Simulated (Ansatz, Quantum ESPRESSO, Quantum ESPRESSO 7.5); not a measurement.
**F-GaN-H chair, 1 layer: biaxial strain by an ASE script**

Aim: band edges, gap and stiffness of F-GaN-H chair, 1 layer under biaxial strain.

Program: Quantum ESPRESSO 7.5. Level of theory: plane-wave DFT, PBE, GBRV ultrasoft pseudopotentials (geometry by Ansatz 0.2.0 with PAW datasets; geometry under PBE). Results are calculated unless marked as measured.

Report form: the programs' logs are mostly left out.

## Step 1: Set-up

The cell holds 4 atoms: 1 H, 1 N, 1 Ga and 1 F. Its edges and angles: a = 3.184 Å, b = 3.184 Å, c = 18.453 Å, α = 90.0°, β = 90.0°, γ = 120.0°. Vacuum lies along c.

This sheet is a model structure: its symmetry is held, and its stability is not tested here.

## Step 2: Geometry from Ansatz

A relaxation in Ansatz fixes the structure of this slab for the runs on it.

File input.yaml:

```yaml
crystal:
  lattice:
    - [3.1845, 0.0, 0.0]
    - [-1.59225, 2.7578578984, 0.0]
    - [0.0, 0.0, 18.4533333333]
  atoms:
    - { symbol: H, position: [0.6666666667, 0.3333333333, 0.4064306358] }
    - { symbol: "N", position: [0.6666666667, 0.3333333333, 0.4617052023] }
    - { symbol: Ga, position: [0.3333333333, 0.6666666667, 0.4965679191] }
    - { symbol: F, position: [0.3333333333, 0.6666666667, 0.5935693642] }
kpoints:
  mp_grid: { grid: [12, 12, 1] }
hamiltonian:
  xc: pbe
scf:
  occupations: { method: fermi_dirac, width: 0.05 }
  convergence: { dr2_threshold: 1.0e-08 }
efield:
  axis: 3
  dipole_correction: true
  ramp_position: 0.97
  ramp_width: 0.04
relax:
  f_tol: 0.01
  cell: { fix: [c, alpha, beta] }
output:
  write_potential: true
  write_density: true
  volumetric_format: npy
```

Run with:

```sh
ansatz run input.yaml --threads 2 --pin off --max-ram 4096MiB --backend cpu --events-out ev --progress --plain --runs-dir out
```

It took 21 s on 2 threads of Arm Neoverse V2, shared host; peak memory 0.43 GiB.

The steps of the relaxation:

```tsv
step	energy less that of the first step (eV)	largest force component (eV/Å)	pressure (GPa)	volume (Å³)
1	0.0000	2.1170	0.74	162.06
2	-0.0719	0.9727	0.29	165.97
3	-0.0880	0.1095	0.10	169.24
4	-0.0880	0.0079	-0.01	169.51
5*	-0.0990	0.0080	0.09	169.51
6	-0.0986	0.0076	0.01	170.27
7*	-0.0994	0.0074	0.01	170.27
```

Relaxation steps marked * repeat the geometry before them on a plane-wave basis chosen anew for their cell, so energy and pressure can jump there.

Forces are held to the 6 operations that the run works with; a distortion that breaks them can't arise in this run.

```tsv
cell as run	before	after	change
a (Å)	3.184	3.264	+2.5 %
b (Å)	3.184	3.264	+2.5 %
```

The atoms that moved most (Å, along periodic axes as changes of fractional coordinates times the final cell, across vacuum about the mean position):

```tsv
atom	dx	dy	dz	length
F4	0.000	0.000	-0.029	0.029
Ga3	0.000	0.000	0.027	0.027
```

Final coordinates:

```cif
data_structure
_symmetry_space_group_name_H-M 'P 1'
_symmetry_Int_Tables_number 1
_cell_length_a 3.2641
_cell_length_b 3.2641
_cell_length_c 18.4533
_cell_angle_alpha 90.000
_cell_angle_beta 90.000
_cell_angle_gamma 120.000
_cell_volume 170.27
loop_
_atom_site_label
_atom_site_type_symbol
_atom_site_fract_x
_atom_site_fract_y
_atom_site_fract_z
_atom_site_occupancy
H1 H 0.66667 0.33333 0.40633 1
N2 N 0.66667 0.33333 0.46194 1
Ga3 Ga 0.33333 0.66667 0.49801 1
F4 F 0.33333 0.66667 0.59199 1
```

Read from the output:

| Property | Result |
| --- | --- |
| free energy | -4992.4186 eV |
| Fermi energy | -3.269 eV |
| gap by band count | 2.329 eV |
| symmetry operations | 6 |
| dipole along the normal | -0.3690 e·Å |
| vacuum level at the upper face over a Fermi level inside the gap | 9.766 eV |
| vacuum level at the lower face over a Fermi level inside the gap | 2.529 eV |

## Step 3: Running the series

Under ESM bc1 levels count from the vacuum, or from the mean of the two vacuum levels where the sheet has a dipole, so band edges at unlike strains can be compared.

Level of this step: plane-wave DFT, PBE, GBRV ultrasoft pseudopotentials (Quantum ESPRESSO 7.5).

File run.py:

```python
import json
import numpy as np
from ase import Atoms
from ase.calculators.espresso import Espresso, EspressoProfile

profile = EspressoProfile(command='mpirun -n 2 pw.x -nk 2', pseudo_dir='../pseudo')
pseudopotentials = {'F': 'f_pbe_v1.4.uspp.F.UPF', 'Ga': 'ga_pbe_v1.4.uspp.F.UPF', 'H': 'h_pbe_v1.4.uspp.F.UPF', 'N': 'n_pbe_v1.2.uspp.F.UPF'}
system = {'ecutwfc': 40, 'ecutrho': 200, 'occupations': 'smearing', 'smearing': 'fd', 'degauss': 0.002}


def calculator(name, kpts, **extra):
    data = dict(control=dict(tprnfor=True, verbosity='high', disk_io='none'),
                system=system | extra,
                electrons=dict(conv_thr=1e-09, mixing_beta=0.4, mixing_mode='plain',
                               electron_maxstep=100))
    return Espresso(profile=profile, directory=name, pseudopotentials=pseudopotentials, kpts=kpts, input_data=data)


def centre(atoms):
    z = atoms.positions[:, 2]
    atoms.positions[:, 2] -= (z.max() + z.min()) / 2  # ESM wants the slab about z = 0
    return atoms

sheet = Atoms(
    ['H', 'N', 'Ga', 'F'],
    scaled_positions=[
        [0.6666666667, 0.3333333333, 0.4063319631],
        [0.6666666667, 0.3333333333, 0.4619394539],
        [0.3333333333, 0.6666666667, 0.4980139703],
        [0.3333333333, 0.6666666667, 0.5919877342]],
    cell=[
        [3.264088325950, 0.000000000000, 0.000000000000],
        [-1.632044162975, 2.826783410469, 0.000000000000],
        [0.000000000000, 0.000000000000, 18.453333333300]],
    pbc=True)

rows = []
for strain in [-0.03, -0.015, 0.0, 0.015, 0.03]:
    atoms = sheet.copy()
    atoms.set_cell(sheet.cell.array * [[1 + strain], [1 + strain], [1]], scale_atoms=True)
    atoms = centre(atoms)
    atoms.calc = calculator(f's{strain:+.3f}', (12, 12, 1), assume_isolated='esm', esm_bc='bc1', nbnd=20)
    energy = atoms.get_potential_energy()
    levels = np.array([atoms.calc.get_eigenvalues(kpt=i) for i in range(len(atoms.calc.get_ibz_k_points()))])
    top, bottom = levels[:, 15].max(), levels[:, 16].min()
    direct = (levels[:, 16] - levels[:, 15]).min()
    rows.append([strain, energy, top, bottom, direct])
    print(f'strain {strain:+.3f}: E = {energy:.5f} eV, valence top {top:.3f}, conduction bottom {bottom:.3f}, '
          f'gap {bottom - top:.3f}, least direct gap {direct:.3f} eV')

x, energy, top, bottom, direct = np.array(rows).T
area = np.linalg.norm(np.cross(*sheet.cell[:2]))
stiffness = np.polyfit(x, energy, 2)[0] / area * 16.0218  # C11 + C12, heights clamped
print(f'valence and conduction edges move by {np.polyfit(x, top, 1)[0]:.2f} and {np.polyfit(x, bottom, 1)[0]:.2f} eV per unit biaxial strain')
print(f'C11 + C12 with clamped heights: {stiffness:.1f} N/m')
json.dump(dict(rows=rows, stiffness=stiffness), open('result.json', 'w'))
```

Run with:

```sh
OMP_NUM_THREADS=1 python run.py
```

Run time: 2.9 min. Hardware: 2 MPI ranks; peak memory 0.39 GiB; 5.7 min of CPU time.

Read from the output:

- biaxial stiffness: 118.9 N/m

Band edge from the vacuum level against biaxial strain:

```tsv
biaxial strain (%)	valence top (eV)	conduction bottom (eV)
-3.00	-7.23	-5.07
-1.50	-7.32	-5.07
0.00	-7.40	-5.09
1.50	-7.46	-5.13
3.00	-7.52	-5.21
```

Gap against biaxial strain:

```tsv
biaxial strain (%)	on the mesh (eV)	least direct (eV)
-3.00	2.15	2.15
-1.50	2.25	2.25
0.00	2.31	2.31
1.50	2.33	2.33
3.00	2.31	2.31
```

Table of energy over the lowest by biaxial strain:

```tsv
biaxial strain (%)	energy over the lowest (meV)
-3.00	72.0
-1.50	18.5
0.00	0
1.50	12.2
3.00	51.2
```

## Step 4: The script: vdW-DF-cx, GBRV ultrasoft

Level of this step: plane-wave DFT, vdW-DF-cx, GBRV ultrasoft pseudopotentials made under PBE (Quantum ESPRESSO 7.5). input_dft overrides the functional of the files.

run.py, as its differences from the input of step 3:

```diff
@@ -7,3 +7,3 @@
 pseudopotentials = {'F': 'f_pbe_v1.4.uspp.F.UPF', 'Ga': 'ga_pbe_v1.4.uspp.F.UPF', 'H': 'h_pbe_v1.4.uspp.F.UPF', 'N': 'n_pbe_v1.2.uspp.F.UPF'}
-system = {'ecutwfc': 40, 'ecutrho': 200, 'occupations': 'smearing', 'smearing': 'fd', 'degauss': 0.002}
+system = {'ecutwfc': 40, 'ecutrho': 200, 'input_dft': 'vdw-df-cx', 'occupations': 'smearing', 'smearing': 'fd', 'degauss': 0.002}
```

Run with:

```sh
OMP_NUM_THREADS=1 python run.py
```

It took 5.5 min on 2 MPI ranks; peak memory 0.43 GiB; 11 min of CPU time.

This step gave:

- biaxial stiffness: 115.3 N/m

Table of band edge from the vacuum level by biaxial strain:

```tsv
biaxial strain (%)	valence top (eV)	conduction bottom (eV)
-3.00	-7.30	-5.45
-1.50	-7.39	-5.40
0.00	-7.46	-5.39
1.50	-7.53	-5.40
3.00	-7.58	-5.43
```

Table of gap by biaxial strain:

```tsv
biaxial strain (%)	on the mesh (eV)	least direct (eV)
-3.00	1.86	1.86
-1.50	1.99	1.99
0.00	2.07	2.07
1.50	2.13	2.13
3.00	2.14	2.14
```

Energy over the lowest against biaxial strain:

```tsv
biaxial strain (%)	energy over the lowest (meV)
-3.00	29.1
-1.50	0
0.00	4.84
1.50	41.6
3.00	101
```

## Step 5: The script, with pools = 64

Another try, with an input changed as a hurried user might.

Level of this step: plane-wave DFT, PBE, GBRV ultrasoft pseudopotentials (Quantum ESPRESSO 7.5).

run.py, as its differences from the input of step 3:

```diff
@@ -5,3 +5,3 @@
 
-profile = EspressoProfile(command='mpirun -n 2 pw.x -nk 2', pseudo_dir='../pseudo')
+profile = EspressoProfile(command='mpirun -n 2 pw.x -nk 64', pseudo_dir='../pseudo')
 pseudopotentials = {'F': 'f_pbe_v1.4.uspp.F.UPF', 'Ga': 'ga_pbe_v1.4.uspp.F.UPF', 'H': 'h_pbe_v1.4.uspp.F.UPF', 'N': 'n_pbe_v1.2.uspp.F.UPF'}
@@ -14,3 +14,3 @@
                 electrons=dict(conv_thr=1e-09, mixing_beta=0.4, mixing_mode='plain',
-                               electron_maxstep=100))
+                               electron_maxstep=60))
     return Espresso(profile=profile, directory=name, pseudopotentials=pseudopotentials, kpts=kpts, input_data=data)
@@ -37,3 +37,3 @@
 rows = []
-for strain in [-0.03, -0.015, 0.0, 0.015, 0.03]:
+for strain in [-0.03, -0.015, 0.0]:
     atoms = sheet.copy()
```

Run with:

```sh
OMP_NUM_THREADS=1 python run.py
```

The job ended after 1 s (2 MPI ranks; peak memory 0.19 GiB).

The input was rejected at the start.

The fault put into the input: more pools than k-points or ranks (pools = 64).

The number of pools must divide the number of ranks; pools beyond the number of k-points stand idle.

## Step 6: The arithmetic

Under equal strain ε in the plane, E = A (C11 + C12) ε². From the points at ±1.5 %: d²E/dε² = (18.46 + 12.17 − 2 × 0.00) meV / 0.015² = 136 eV, and 136/(2 × 9.227 Å²) × 16.02 = 118 N/m.

## Step 7: What came out

```yaml
c11_c12_heights_clamped_pbe_gbrv_ultrasoft: 119 N/m
gap_on_the_mesh_at_zero_strain_pbe_gbrv_ultrasoft: 2.31 eV
valence_top_below_the_mean_of_the_two_vacuum_levels_at_zero_strain_pbe_gbrv_ultrasoft: 7.40 eV
shift_of_the_valence_top_per_unit_biaxial_strain_pbe_gbrv_ultrasoft: -4.8 eV
shift_of_the_conduction_bottom_per_unit_biaxial_strain_pbe_gbrv_ultrasoft: -2.2 eV
c11_c12_heights_clamped_vdw_df_cx_gbrv_ultrasoft_made_under_pbe: 115 N/m
gap_on_the_mesh_at_zero_strain_vdw_df_cx_gbrv_ultrasoft_made_under_pbe: 2.07 eV
valence_top_below_the_mean_of_the_two_vacuum_levels_at_zero_strain_vdw_df_cx_gbrv_ultrasoft_made_under_pbe: 7.46 eV
shift_of_the_valence_top_per_unit_biaxial_strain_vdw_df_cx_gbrv_ultrasoft_made_under_pbe: -4.6 eV
shift_of_the_conduction_bottom_per_unit_biaxial_strain_vdw_df_cx_gbrv_ultrasoft_made_under_pbe: 0.2 eV
```

The sheet's biaxial stiffness comes to 119 N/m and its gap at zero strain to 2.31 eV (PBE, GBRV ultrasoft). From −3 % to +3 % the gap on the mesh goes from 2.15 to 2.31 eV; it is direct at every strain. Heights are clamped under strain, which makes a sheet with several atomic planes too stiff. Zero strain is the PBE cell; under vdW-DF-cx the energy is lowest near -0.9 %, so its stiffness is taken away from its own minimum. Semilocal gaps are too small. The sheet carries a dipole, so the two faces have unlike vacuum levels and the zero lies between them. Spin-orbit coupling is left out; depending on the atoms that carry the levels of interest, it can split and shift them by some tens of meV.

[Logs are printed without paths, hosts, clocks, repeated set-up lines and the standing remarks that a program may print on its own settings, such as how far it seeks lower states.]

[Hosts, paths, dates, database ids (printed as entryN), source tags and the programs' standing remarks are cut or masked in the printed files.]

[Maps of the electrostatic potential energy from Ansatz leave out the sawtooth potential of an applied field or a dipole correction, so their vacuum need not be flat; planar profiles and work functions include it.]
